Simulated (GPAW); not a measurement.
# Core-hole calculation of the S K edge in CdS (Hawleyite, F-43m), part 3 of 3

What does one-electron theory with a core hole give for the S K edge of CdS (Hawleyite, F-43m)?

GPAW 26.7.0; X-ray absorption from dipole matrix elements to empty bands, plane-wave PAW PBE.

So far. Step 5 (Spectrum with FCH, S atom 2): The hole costs E(hole) − E(ground) = 2477.85 eV, and the lowest empty level of the hole cell on the spectrum's mesh lies at 4.53 eV, which puts the zero at 2482.38 eV. One term is added: -16.94 eV, since the hole is spin-paired here and a spin-polarised one costs that much less in the free atom (computed apart). The photon energy is then 2465.44 eV. The functional and the charged cell's background leave an error of a few eV in such absolute values.

### Step 7. Cell without a hole, the energy reference

Level of this step: plane-wave PAW DFT, PBE, self-consistent field (GPAW).

The cell and mesh change for the next run, so it gets a reference energy of its own.

scf.py

```python
import numpy as np
from ase import Atoms
from ase.parallel import parprint, paropen
from gpaw import GPAW, PW, FermiDirac, Mixer, MixerDif, setup_paths
from gpaw.test import gen
setup_paths.insert(0, '.')
gen('S', name='nch1s', xcname='PBE', corehole=(1, 0, 0), write_xml=True)
from gpaw.mpi import world
world.barrier()

atoms = Atoms('CdS',
    cell=[[0, 2.9165, 2.9165],
     [2.9165, 0, 2.9165],
     [2.9165, 2.9165, 0]],
    scaled_positions=[[0, 0, 0],
     [0.75, 0.75, 0.75]],
    pbc=True)
atoms.calc = calc = GPAW(legacy_gpaw=True, mode=PW(430), xc='PBE', setups={1: 'nch1s'},
    kpts={'size': (4, 4, 4), 'gamma': True}, occupations=FermiDirac(0.02),
    charge=0, mixer=Mixer(0.1, 5, 50), maxiter=150,
    convergence={'density': 0.0001}, txt='scf.txt')
energy = atoms.get_potential_energy() + calc.get_reference_energy()
ef = calc.get_fermi_level()
out = dict(energy=energy, fermi=ef, forces=atoms.get_forces().tolist())
parprint(f'all-electron energy {energy:.4f} eV, Fermi level {ef:.4f} eV')
ev = np.array([[calc.get_eigenvalues(k, s) for k in range(len(calc.get_ibz_k_points()))] for s in range(calc.get_number_of_spins())])
out['homo'], out['lumo'], out['counts'] = ev[ev < ef].max(), ev[ev > ef].min(), sorted(set((ev < ef).sum((0, 2)).tolist()))
out['filled'] = (ev[:, 0] < ef).sum(1).tolist()
import json
with paropen('out.json', 'w') as f:
    json.dump(out, f)
```

Command:

```console
> OMP_NUM_THREADS=1 mpirun -n 4 gpaw python scf.py
```

Numbers of over 12 decimals in the logs are rounded to 6 here.

What it wrote:

```text
Input parameters:
  convergence: {density: 0.0001}
  kpts: {gamma: True,
         size: (4, 4, 4)}
  maxiter: 150
  mixer: {backend: pulay,
          beta: 0.1,
          method: separate,
          nmaxold: 5,
          weight: 50}
  mode: {ecut: 430.0,
         name: pw}
  occupations: {fixmagmom: False,
                name: fermi-dirac,
                width: 0.02}
  setups: {1: nch1s}
  xc: PBE

Initialize ...

[...]
3s(2) :    -0.634076     1.192540
*s    :     0.365924
3p(4) :    -0.257545     0.999977
*p    :     0.742455
*d    :     0.000000
--------------------------------

Diagonalizing with gridspacing h=0.050

state   all-electron     PAW
-------------------------------
3s:      -0.634076    -0.634693
3p:      -0.257545    -0.257957
*d:                    0.042231
*f:                    0.074234
-------------------------------
all-electron energy -163036.9732 eV, Fermi level 4.0424 eV
[key lines of the parts left out:]
Converged after 14 iterations.
Dipole moment: (2.625605, 2.625605, 2.625605) |e|*Ang
Free energy:     -6.234711
Fermi level: 4.04236
```

Wall time 3.9 s (4 MPI ranks of Arm Neoverse V1, shared host); peak memory 0.16 GiB; 15 s of CPU time.

### Step 8. Spectrum with FCH, S atom 2

A smaller cell brings the holes closer; here they are 4.1 Å apart.

Changed against the first core-hole run: supercell atoms from 12 to 2; the field's mesh follows (3×2×3 to 4×4×4).

xas.py

```python
import numpy as np
from ase import Atoms
from ase.parallel import parprint, paropen
from gpaw import GPAW, PW, FermiDirac, Mixer, MixerDif, setup_paths
from gpaw.test import gen
setup_paths.insert(0, '.')
gen('S', name='fch1s', xcname='PBE', corehole=(1, 0, 1), write_xml=True)
from gpaw.mpi import world
world.barrier()

atoms = Atoms('CdS',
    cell=[[0, 2.9165, 2.9165],
     [2.9165, 0, 2.9165],
     [2.9165, 2.9165, 0]],
    scaled_positions=[[0, 0, 0],
     [0.75, 0.75, 0.75]],
    pbc=True)
atoms.calc = calc = GPAW(legacy_gpaw=True, mode=PW(430), xc='PBE', setups={1: 'fch1s'},
    kpts={'size': (4, 4, 4), 'gamma': True}, occupations=FermiDirac(0.02),
    charge=0, mixer=Mixer(0.1, 5, 50), maxiter=150,
    convergence={'density': 0.0001}, txt='scf.txt')
energy = atoms.get_potential_energy() + calc.get_reference_energy()
ef = calc.get_fermi_level()
out = dict(energy=energy, fermi=ef, forces=atoms.get_forces().tolist())
parprint(f'all-electron energy {energy:.4f} eV, Fermi level {ef:.4f} eV')
ev = np.array([[calc.get_eigenvalues(k, s) for k in range(len(calc.get_ibz_k_points()))] for s in range(calc.get_number_of_spins())])
out['homo'], out['lumo'], out['counts'] = ev[ev < ef].max(), ev[ev > ef].min(), sorted(set((ev < ef).sum((0, 2)).tolist()))
out['filled'] = (ev[:, 0] < ef).sum(1).tolist()

from ase.units import Ha
from gpaw.xas import dipole_matrix_elements
nb = int(calc.get_number_of_electrons() / 2) + 33
top = nb
nscf = calc.fixed_density(kpts={'size': (5, 5, 5), 'gamma': True},
    convergence={'eigenstates': 1.0}, txt='nscf.txt')
nscf.diagonalize_full_hamiltonian(nbands=nb)
cell = atoms.cell.array
ops = [cell.T @ U.T @ np.linalg.inv(cell.T) for U in nscf.wfs.kd.symmetry.op_scc]
filled = [9]  # bands filled in the ground state, by spin
E = np.arange(-6, 34, 0.1)
fwhm = np.interp(E, [4, 25], [0.9, 3.5])
Y, X, zero, highest = 0, 0, 1e9, 1e9
for spin in range(nscf.get_number_of_spins()):
    wfs = nscf.wfs
    A = dipole_matrix_elements(wfs.setups[1])
    eps = np.zeros((wfs.kd.nibzkpts, nb))
    d = np.zeros((3, A.shape[1], wfs.kd.nibzkpts, nb), complex)
    for kpt in wfs.kpt_u:
        if kpt.s == spin and 1 in kpt.P_ani:
            eps[kpt.k] = kpt.eps_n * Ha
            d[:, :, kpt.k] = (kpt.weight * wfs.nspins / 2) ** 0.5 * np.inner(A, kpt.P_ani[1])
    world.sum(eps)
    world.sum(d)
    T = np.einsum('amkn,bmkn->abkn', d, d.conj()).real
    T = sum(np.einsum('ai,ijkn,bj->abkn', R, T, R) for R in ops) / len(ops)
    empty = np.ones_like(eps, bool) & (np.arange(nb) >= filled[spin])
    zero, highest = min(zero, eps[empty].min()), min(highest, eps[:, top - 1].min())
    lines = [(eps, T, empty)] if spin == 0 else lines + [(eps, T, empty)]
for eps, T, empty in lines:
    f = np.einsum('aakn->akn', T).reshape(3, -1)
    x = eps.ravel() - zero
    w = np.interp(x, E, fwhm) / 2.35482
    g = np.exp(-0.5 * ((E[:, None] - x) / w) ** 2) / (w * (2 * np.pi) ** 0.5)
    Y = Y + (f * empty.ravel()) @ g.T
    X = X + (f * ~empty.ravel()) @ g.T
out.update(E=E.round(2).tolist(), xas=Y.tolist(), xes=X.tolist(), zero=zero, valid=highest - zero, nk=len(eps), nb=nb)
for i in range(0, len(E), 10):
    parprint(f'{E[i]:7.2f}', *(f'{v:10.3e}' for v in Y[:, i]))
import json
with paropen('out.json', 'w') as f:
    json.dump(out, f)
```

Command:

```console
> OMP_NUM_THREADS=1 mpirun -n 4 gpaw python xas.py
```

What it wrote:

```text
Input parameters:
  convergence: {density: 0.0001}
  kpts: {gamma: True,
         size: (4, 4, 4)}
  maxiter: 150
  mixer: {backend: pulay,
          beta: 0.1,
          method: separate,
          nmaxold: 5,
          weight: 50}
  mode: {ecut: 430.0,
         name: pw}
  occupations: {fixmagmom: False,
                name: fermi-dirac,
                width: 0.02}
  setups: {1: fch1s}
  xc: PBE

Initialize ...

[...]
Entropy (-ST):   -0.000000
Local:           -0.056975
SIC:             +0.000000
--------------------------
Free energy:    -22.624090
Extrapolated:   -22.624090

Showing only first 2 kpts
 Kpt  Band  Eigenvalues  Occupancy
[...]
1     9      5.50106    0.00000
  1    10      9.25846    0.00000

Fermi level: 2.59402

Gap: 2.823 eV
Transition (v -> c):
  (s=0, k=0, n=8, [0.00, 0.00, 0.00]) -> (s=0, k=0, n=9, [0.00, 0.00, 0.00])
No difference between direct/indirect transitions
[key lines of the parts left out:]
Converged after 4 iterations.
Dipole moment: (2.567950, 2.567950, 2.567950) |e|*Ang
```

The job ended after 15 s (4 MPI ranks; peak memory 0.16 GiB).

The run ended with an error.

The program stopped, so this step gives no result.

### Step 9. Outcome

| Quantity | Value |
| --- | --- |
| absorber and edge | S K, atom 2 of the ground-state input (counted from 1) |
| surroundings | 4 Cd at 2.53 Å (tetrahedral, site symmetry -43m) |
| highest intensity below 16 eV | 3.0 eV above the zero, height 2.35 |
| photon energy of the zero, with the added terms | 2465.4 eV (raw 2482.4 eV; uncertain by a few eV) |

In words: The S K edge of atom 2, with 4 Cd at 2.53 Å (tetrahedral, site symmetry -43m), has its highest intensity of the first 16 eV at 3.0 eV above the zero, near 2468 eV in photon energy (uncertain by a few eV), 2.4 times the mean level of the first 20 eV (Gaussian full width 0.9 eV up to 4 eV, rising linearly to 3.5 eV at 25 eV). Changing the core hole from full to half alters the shape by 11 % r.m.s., a modest effect on the whole. The mesh is coarse (0.35 Å⁻¹ between points), so small maxima may be mesh ripples. The structure is a published determination, not relaxed.

[Banner, clock and machine lines of the logs are left out without a mark of their own.]

[Logs are printed without paths, hosts, clocks, repeated set-up lines and the standing remarks that a program may print on its own settings, such as how far it seeks lower states.]

[Hosts, paths, dates, database ids (printed as entryN), source tags and the programs' standing remarks are cut or masked in the printed files.]

[Lists of maxima count a maximum above −3 eV only where it reaches 4 % of the highest in the window and stands out from its surroundings by 2 % of it (1.5 % where it reaches 55 %); shoulders and weaker maxima are passed over, and of the rest the first, up to two pre-edge ones and the few strongest are named.]
